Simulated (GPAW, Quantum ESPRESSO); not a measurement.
# Near-edge structure at the Ni K edge of BeNi (Pm-3m), part 3 of 4

Aim: the Ni K edge of BeNi (Pm-3m) by two routes, a Lanczos recursion (XSpectra) and a sum over empty bands (GPAW), to see which features are robust.

Quantum ESPRESSO 7.5 and GPAW 26.7.0; core-hole supercells, plane-wave PAW LDA.

So far. Step 7 (Spectrum with XCH, Ni atom 1 (Quantum ESPRESSO)): The total-energy difference is 8344.53 eV. One term is added: -28.76 eV, since the hole is spin-paired here and a spin-polarised one costs that much less in the free atom (computed apart). The photon energy is then 8315.77 eV. The tabulated edge of the element is 8333 eV. The functional leaves an error in such absolute values: in the free atom LDA prices this hole 17.6 eV below PBE (computed apart), and PBE is itself good to a few eV.

**8. Quadrupole spectrum with XCH, Ni atom 1 (Quantum ESPRESSO)**

Level of this step: X-ray absorption near-edge structure, plane-wave PAW LDA, one-electron final states by a Lanczos continued fraction (Quantum ESPRESSO).

Pre-edge features of transition metals can come from s→d transitions, which the dipole operator misses, so the quadrupole term is computed on the same field.

Changed against the first core-hole run: operator from dipole to quadrupole.

Contents of xspectra.in:

```
&input_xspectra
   calculation='xanes_quadrupole', edge='K'
   prefix='x', outdir='tmp', xiabs=1, xe0=12.1496
   xonly_plot=.false., x_save_file='xanes.sav'
   xniter=3000, xcheck_conv=20, xerror=0.005
   xcoordcrys=.false., xepsilon(1)=1, xepsilon(2)=0, xepsilon(3)=0
   xkvec(1)=0, xkvec(2)=1, xkvec(3)=0
/
&plot
   xnepoint=226, xemin=-8, xemax=22, terminator=.true., cut_occ_states=.true.
   xgamma=0.4
/
&pseudos
   filecore='../Ni.wfc'
/
&cut_occ
   cut_desmooth=0.1, cut_stepl=0.05, cut_stepu=0.05, cut_ierror=1e-5
/
5 5 5 0 0 0
```

Started as:

```console
> OMP_NUM_THREADS=1 mpirun --oversubscribe --bind-to none -np 4 xspectra.x -nk 4 -in xspectra.in > xspectra.out
```

Numbers of over 12 decimals in the logs are rounded to 6 here.

The log of the run:

```text
     [... banner and references ...]
Reading input_file

     calculation: xanes_qyadrupole

     xepsilon  [cartesian coordinates]:   1.000000   0.000000   0.000000

     xonly_plot: FALSE
        => complete calculation: Lanczos + spectrum plot

     filecore (core-wavefunction file): ../Ni.wfc

     main plot parameters:
        cut_occ_states: TRUE
        gamma_mode:  constant
        -> using xgamma [eV]:  0.40
        xemin [eV]:  -8.00
        xemax [eV]:  22.00
        xnepoint:  226
        xe0 [eV]:  12.149600 (energy zero read in input file)

[...]
Results of STEP 1 successfully written in x_save_file
     x_save_file name:
     ->  xanes.sav
     x_save_file version:  2

     ... End STEP 1 ...

     ... Begin STEP 2 ...

     The spectrum is calculated using the following parameters:
        xe0 [eV]:   12.1496
        the occupied states are elimintate from the spectrum
        xemin [eV]:  -8.00
        xemax [eV]:  22.00
        xnepoint:  226
        constant broadening parameter [eV]:    0.400
        Core level energy [eV]:  -8333.
         (from electron binding energy of neutral atoms in X-ray data booklet)

     Cross-section successfully written in xanes.dat

     ... End STEP 2 ...

                                END JOB XSpectra
```

It took 3.7 min on 4 MPI ranks of Arm Neoverse V2, shared host; peak memory 0.14 GiB; 15 min of CPU time.

Dipole and quadrupole parts on one scale (eps x, k y):

```tsv
E (eV)	dipole	quadrupole × 20
-3.0	0.08	0.00
-2.0	0.10	0.00
-1.0	0.16	0.00
0.0	0.35	0.02
1.0	0.56	0.03
2.0	0.58	0.03
3.0	0.53	0.02
4.0	0.49	0.02
5.0	0.62	0.05
6.0	0.78	0.12
7.0	0.79	0.08
8.0	0.82	0.06
9.0	0.86	0.06
10.0	0.86	0.05
11.0	0.86	0.04
12.0	0.91	0.02
13.0	0.99	0.02
14.0	1.11	0.02
15.0	1.29	0.01
16.0	1.47	0.01
17.0	1.65	0.01
18.0	1.81	0.01
19.0	1.91	0.01
20.0	2.00	0.01
21.0	2.06	0.01
22.0	2.07	0.01
```

**9. Ground state of the crystal (GPAW)**

The second program starts from its own ground state, on the same cell and functional.

Contents of scf.py:

```python
import numpy as np
from ase import Atoms
from ase.parallel import parprint, paropen
from gpaw import GPAW, PW, FermiDirac, Mixer, MixerDif, setup_paths
from gpaw.test import gen
setup_paths.insert(0, '.')
gen('Ni', name='nch1s', xcname='LDA', corehole=(1, 0, 0), write_xml=True)
from gpaw.mpi import world
world.barrier()

atoms = Atoms('NiBe',
    cell=[[2.58699959, 0, 0],
     [0, 2.58699959, 0],
     [0, 0, 2.58699959]],
    scaled_positions=[[0.5, 0.5, 0.5],
     [0, 0, 0]],
    magmoms=[2.0, 0.0],
    pbc=True)
atoms.calc = calc = GPAW(legacy_gpaw=True, mode=PW(500, force_complex_dtype=True), xc='LDA', setups={0: 'nch1s'},
    kpts={'size': (9, 9, 9), 'gamma': True}, occupations=FermiDirac(0.05),
    charge=0, mixer=MixerDif(0.05, 8, 50), maxiter=150,
    convergence={'density': 0.0001, 'eigenstates': 1e-6}, txt='scf.txt')
energy = atoms.get_potential_energy() + calc.get_reference_energy()
ef = calc.get_fermi_level()
out = dict(energy=energy, fermi=ef, forces=atoms.get_forces().tolist(), magmoms=atoms.get_magnetic_moments().tolist())
parprint(f'all-electron energy {energy:.4f} eV, Fermi level {ef:.4f} eV')
ev = np.array([[calc.get_eigenvalues(k, s) for k in range(len(calc.get_ibz_k_points()))] for s in range(calc.get_number_of_spins())])
out['homo'], out['lumo'], out['counts'] = ev[ev < ef].max(), ev[ev > ef].min(), sorted(set((ev < ef).sum((0, 2)).tolist()))
out['filled'] = (ev[:, 0] < ef).sum(1).tolist()
import json
with paropen('out.json', 'w') as f:
    json.dump(out, f)
```

Started as:

```console
> OMP_NUM_THREADS=1 mpirun -n 4 gpaw python scf.py
```

The log of the run:

```text
Input parameters:
  convergence: {density: 0.0001,
                eigenstates: 1e-06}
  kpts: {gamma: True,
         size: (9, 9, 9)}
  maxiter: 150
  mixer: {backend: pulay,
          beta: 0.05,
          method: difference,
          nmaxold: 8,
          weight: 50}
  mode: {ecut: 500.0,
         force_complex_dtype: True,
         name: pw}
  occupations: {fixmagmom: False,
                name: fermi-dirac,
[...]
*s    :     0.784720
3p(6) :    -2.618967     0.052480
4p(0) :    -0.049170     1.003908
3d(8) :    -0.335915     0.225674
*d    :     0.664085
--------------------------------

Diagonalizing with gridspacing h=0.050

state   all-electron     PAW
-------------------------------
4s:      -0.215280    -0.215531
3p:      -2.618967    -2.619713
3d:      -0.335915    -0.336667
*f:                    0.071842
-------------------------------
all-electron energy -41707.4204 eV, Fermi level 8.7078 eV
[key lines of the parts left out:]
Converged after 11 iterations.
Dipole moment: (0.000000, -0.000000, 0.000000) |e|*Ang
Free energy:    -13.640705
Fermi level: 8.70781
```

It took 5 s on 4 MPI ranks; peak memory 0.17 GiB; 19 s of CPU time.

The mesh shows no gap, so the system is treated as a metal and the core electron is put at the Fermi level (neutral cell).

**10. Spectrum without a core hole, Ni atom 1 (GPAW)**

This cheap baseline ignores the attraction of the hole: it shows the absorber's empty states as they are in the ground state. The data set with a hole of occupation 0 only carries the core orbital.

Contents of xas.py:

```python
import numpy as np
from ase import Atoms
from ase.parallel import parprint, paropen
from gpaw import GPAW, PW, FermiDirac, Mixer, MixerDif, setup_paths
from gpaw.test import gen
setup_paths.insert(0, '.')
gen('Ni', name='nch1s', xcname='LDA', corehole=(1, 0, 0), write_xml=True)
from gpaw.mpi import world
world.barrier()

atoms = Atoms('NiBe',
    cell=[[2.58699959, 0, 0],
     [0, 2.58699959, 0],
     [0, 0, 2.58699959]],
    scaled_positions=[[0.5, 0.5, 0.5],
     [0, 0, 0]],
    magmoms=[2.0, 0.0],
    pbc=True)
atoms.calc = calc = GPAW(legacy_gpaw=True, mode=PW(500, force_complex_dtype=True), xc='LDA', setups={0: 'nch1s'},
    kpts={'size': (13, 13, 13), 'gamma': True}, occupations=FermiDirac(0.1),
    charge=0, mixer=MixerDif(0.05, 8, 50), maxiter=150,
    convergence={'density': 0.0001, 'eigenstates': 1e-6}, txt='scf.txt')
energy = atoms.get_potential_energy() + calc.get_reference_energy()
ef = calc.get_fermi_level()
out = dict(energy=energy, fermi=ef, forces=atoms.get_forces().tolist(), magmoms=atoms.get_magnetic_moments().tolist())
parprint(f'all-electron energy {energy:.4f} eV, Fermi level {ef:.4f} eV')
ev = np.array([[calc.get_eigenvalues(k, s) for k in range(len(calc.get_ibz_k_points()))] for s in range(calc.get_number_of_spins())])
out['homo'], out['lumo'], out['counts'] = ev[ev < ef].max(), ev[ev > ef].min(), sorted(set((ev < ef).sum((0, 2)).tolist()))
out['filled'] = (ev[:, 0] < ef).sum(1).tolist()

from ase.units import Ha
from gpaw.xas import dipole_matrix_elements
nb = int(calc.get_number_of_electrons() / 2) + 19
top = nb
nscf = calc.fixed_density(kpts={'size': (8, 8, 8), 'gamma': True},
    convergence={'eigenstates': 1.0}, txt='nscf.txt')
nscf.diagonalize_full_hamiltonian(nbands=nb)
cell = atoms.cell.array
ops = [cell.T @ U.T @ np.linalg.inv(cell.T) for U in nscf.wfs.kd.symmetry.op_scc]
E = np.arange(-25, 34, 0.1)
fwhm = np.interp(E, [4, 25], [1.44, 3.5])
Y, X, zero, highest = 0, 0, 1e9, 1e9
for spin in range(nscf.get_number_of_spins()):
    wfs = nscf.wfs
    A = dipole_matrix_elements(wfs.setups[0])
    eps = np.zeros((wfs.kd.nibzkpts, nb))
    d = np.zeros((3, A.shape[1], wfs.kd.nibzkpts, nb), complex)
    for kpt in wfs.kpt_u:
        if kpt.s == spin and 0 in kpt.P_ani:
            eps[kpt.k] = kpt.eps_n * Ha
            d[:, :, kpt.k] = (kpt.weight * wfs.nspins / 2) ** 0.5 * np.inner(A, kpt.P_ani[0])
    world.sum(eps)
    world.sum(d)
    T = np.einsum('amkn,bmkn->abkn', d, d.conj()).real
    T = sum(np.einsum('ai,ijkn,bj->abkn', R, T, R) for R in ops) / len(ops)
    empty = eps > ef
    zero, highest = min(zero, eps[empty].min()), min(highest, eps[:, top - 1].min())
    lines = [(eps, T, empty)] if spin == 0 else lines + [(eps, T, empty)]
for eps, T, empty in lines:
    f = np.einsum('aakn->akn', T).reshape(3, -1)
    x = eps.ravel() - zero
    w = np.interp(x, E, fwhm) / 2.35482
    g = np.exp(-0.5 * ((E[:, None] - x) / w) ** 2) / (w * (2 * np.pi) ** 0.5)
    Y = Y + (f * empty.ravel()) @ g.T
    X = X + (f * ~empty.ravel()) @ g.T
out.update(E=E.round(2).tolist(), xas=Y.tolist(), xes=X.tolist(), zero=zero, valid=highest - zero, nk=len(eps), nb=nb)
for i in range(0, len(E), 10):
    parprint(f'{E[i]:7.2f}', *(f'{v:10.3e}' for v in Y[:, i]))
import json
with paropen('out.json', 'w') as f:
    json.dump(out, f)
```

Started as:

```console
> OMP_NUM_THREADS=1 mpirun -n 4 gpaw python xas.py
```

The log of the run:

```text
Input parameters:
  convergence: {density: 0.0001,
                eigenstates: 1e-06}
  kpts: {gamma: True,
         size: (13, 13, 13)}
  maxiter: 150
  mixer: {backend: pulay,
          beta: 0.05,
          method: difference,
          nmaxold: 8,
          weight: 50}
  mode: {ecut: 500.0,
         force_complex_dtype: True,
         name: pw}
  occupations: {fixmagmom: False,
                name: fermi-dirac,
[...]
4s:      -0.215280    -0.215531
3p:      -2.618967    -2.619713
3d:      -0.335915    -0.336667
*f:                    0.071842
-------------------------------
all-electron energy -41707.4259 eV, Fermi level 8.6125 eV
 -25.00 6.869e-254 6.869e-254 6.869e-254
 -24.00 3.998e-244 3.998e-244 3.998e-244
 -23.00 1.488e-234 1.488e-234 1.488e-234
 -22.00 3.547e-225 3.547e-225 3.547e-225
[...]
32.00  3.348e-07  3.348e-07  3.348e-07
  33.00  3.205e-07  3.205e-07  3.205e-07
[key lines of the parts left out:]
Converged after 9 iterations.
Dipole moment: (0.000000, 0.000000, 0.000000) |e|*Ang
Free energy:    -13.656200
Fermi level: 8.61253
```

It took 10 s on 4 MPI ranks; peak memory 0.22 GiB.

The Ni K spectrum, Ni atom 1, no core hole (energy from the lowest empty level; intensity scaled to a mean of 1 over the first 20 eV):

```tsv
E (eV)	intensity
-2.0	0.00
-1.4	0.00
-0.8	0.04
-0.2	0.24
0.4	0.66
1.0	0.87
1.6	0.76
2.2	0.77
2.8	0.75
3.4	0.53
4.0	0.37
4.6	0.43
5.2	0.65
5.8	0.88
6.4	0.99
7.0	0.95
7.6	0.81
8.2	0.77
8.8	0.88
9.4	0.96
10.0	0.90
10.6	0.81
11.2	0.76
11.8	0.76
12.4	0.77
13.0	0.80
13.6	0.87
14.2	0.99
14.8	1.13
15.4	1.27
16.0	1.35
16.6	1.40
17.2	1.48
17.8	1.64
18.4	1.85
19.0	2.03
19.6	2.13
20.2	2.14
20.8	2.13
21.4	2.15
22.0	2.20
22.6	2.26
23.2	2.28
23.8	2.22
24.4	2.06
25.0	1.82
25.6	1.54
26.2	1.26
26.8	1.04
27.4	0.90
28.0	0.85
28.6	0.86
29.2	0.92
29.8	0.99
30.4	1.06
31.0	1.11
31.6	1.14
```

Main maxima below 30 eV (height): 1.0 eV (0.87), 2.5 eV (0.79), 6.6 eV (1.00), 9.4 eV (0.96) and 23.1 eV (2.28). 

The same matrix elements for filled bands give the Ni K emission of Ni atom 1 (ground-state approximation; energy from the lowest empty level, largest value 1):

```tsv
E (eV)	emission
-24.00	0.00
-23.25	0.00
-22.50	0.00
-21.75	0.00
-21.00	0.00
-20.25	0.00
-19.50	0.00
-18.75	0.00
-18.00	0.00
-17.25	0.00
-16.50	0.00
-15.75	0.00
-15.00	0.00
-14.25	0.00
-13.50	0.00
-12.75	0.00
-12.00	0.00
-11.25	0.00
-10.50	0.01
-9.75	0.04
-9.00	0.10
-8.25	0.18
-7.50	0.27
-6.75	0.36
-6.00	0.48
-5.25	0.77
-4.50	0.96
-3.75	0.99
-3.00	0.89
-2.25	0.79
-1.50	0.66
-0.75	0.51
0.00	0.25
0.75	0.05
1.50	0.00
2.25	0.00
3.00	0.00
```

Emission maxima: -4.0 eV (1.00).

**11. Reference energy of the supercell (GPAW)**

Total energies of two programs can't be mixed, so the cell and mesh of GPAW's hole run get a reference energy of their own.

Edit scf.py of step 9 so:

```diff
@@ -10,12 +10,28 @@
 
-atoms = Atoms('NiBe',
-    cell=[[2.58699959, 0, 0],
-     [0, 2.58699959, 0],
-     [0, 0, 2.58699959]],
-    scaled_positions=[[0.5, 0.5, 0.5],
-     [0, 0, 0]],
-    magmoms=[2.0, 0.0],
+atoms = Atoms('Ni9Be9',
+    cell=[[2.58699959, 0, 5.17399918],
+     [-5.17399918, 2.58699959, 0],
+     [0, -5.17399918, 2.58699959]],
+    scaled_positions=[[0.38888889, 0.94444444, 0.72222222],
+     [0.83333333, 0.16666667, 0.83333333],
+     [0.72222222, 0.61111111, 0.05555556],
+     [0.61111111, 0.05555556, 0.27777778],
+     [0.27777778, 0.38888889, 0.94444444],
+     [0.5, 0.5, 0.5],
+     [0.16666667, 0.83333333, 0.16666667],
+     [0.05555556, 0.27777778, 0.38888889],
+     [0.94444444, 0.72222222, 0.61111111],
+     [0, 0, 0],
+     [0.44444444, 0.22222222, 0.11111111],
+     [0.33333333, 0.66666667, 0.33333333],
+     [0.22222222, 0.11111111, 0.55555556],
+     [0.88888889, 0.44444444, 0.22222222],
+     [0.11111111, 0.55555556, 0.77777778],
+     [0.77777778, 0.88888889, 0.44444444],
+     [0.66666667, 0.33333333, 0.66666667],
+     [0.55555556, 0.77777778, 0.88888889]],
+    magmoms=[2.0, 2.0, 2.0, 2.0, 2.0, 2.0, 2.0, 2.0, 2.0, 0.0, 0.0, 0.0, 0.0, 0.0, 0.0, 0.0, 0.0, 0.0],
     pbc=True)
 atoms.calc = calc = GPAW(legacy_gpaw=True, mode=PW(500, force_complex_dtype=True), xc='LDA', setups={0: 'nch1s'},
-    kpts={'size': (9, 9, 9), 'gamma': True}, occupations=FermiDirac(0.05),
+    kpts={'size': (3, 3, 3), 'gamma': True}, occupations=FermiDirac(0.1),
     charge=0, mixer=MixerDif(0.05, 8, 50), maxiter=150,
```

Started as:

```console
> OMP_NUM_THREADS=1 mpirun -n 4 gpaw python scf.py
```

The log of the run:

```text
Input parameters:
  convergence: {density: 0.0001,
                eigenstates: 1e-06}
  kpts: {gamma: True,
         size: (3, 3, 3)}
  maxiter: 150
  mixer: {backend: pulay,
          beta: 0.05,
          method: difference,
          nmaxold: 8,
          weight: 50}
  mode: {ecut: 500.0,
         force_complex_dtype: True,
         name: pw}
  occupations: {fixmagmom: False,
                name: fermi-dirac,
[...]
*s    :     0.784720
3p(6) :    -2.618967     0.052480
4p(0) :    -0.049170     1.003908
3d(8) :    -0.335915     0.225674
*d    :     0.664085
--------------------------------

Diagonalizing with gridspacing h=0.050

state   all-electron     PAW
-------------------------------
4s:      -0.215280    -0.215531
3p:      -2.618967    -2.619713
3d:      -0.335915    -0.336667
*f:                    0.071842
-------------------------------
all-electron energy -375367.0692 eV, Fermi level 8.6526 eV
[key lines of the parts left out:]
Converged after 11 iterations.
Dipole moment: (-0.000000, -0.000000, -0.000000) |e|*Ang
Free energy:   -123.119336
Fermi level: 8.65257
```

The job ended after 87 s (4 MPI ranks; peak memory 0.52 GiB).

Reference energy: -375367.069 eV with the cores included.

(Part 3 of 4 ends here.)

[Banner, clock and machine lines of the logs are left out without a mark of their own.]

[Logs are printed without paths, hosts, clocks, repeated set-up lines and the standing remarks that a program may print on its own settings, such as how far it seeks lower states.]

[Hosts, paths, dates, database ids (printed as entryN), source tags and the programs' standing remarks are cut or masked in the printed files.]

[Lists of maxima count a maximum above −3 eV only where it reaches 4 % of the highest in the window and stands out from its surroundings by 2 % of it (1.5 % where it reaches 55 %); shoulders and weaker maxima are passed over, and of the rest the first, up to two pre-edge ones and the few strongest are named.]
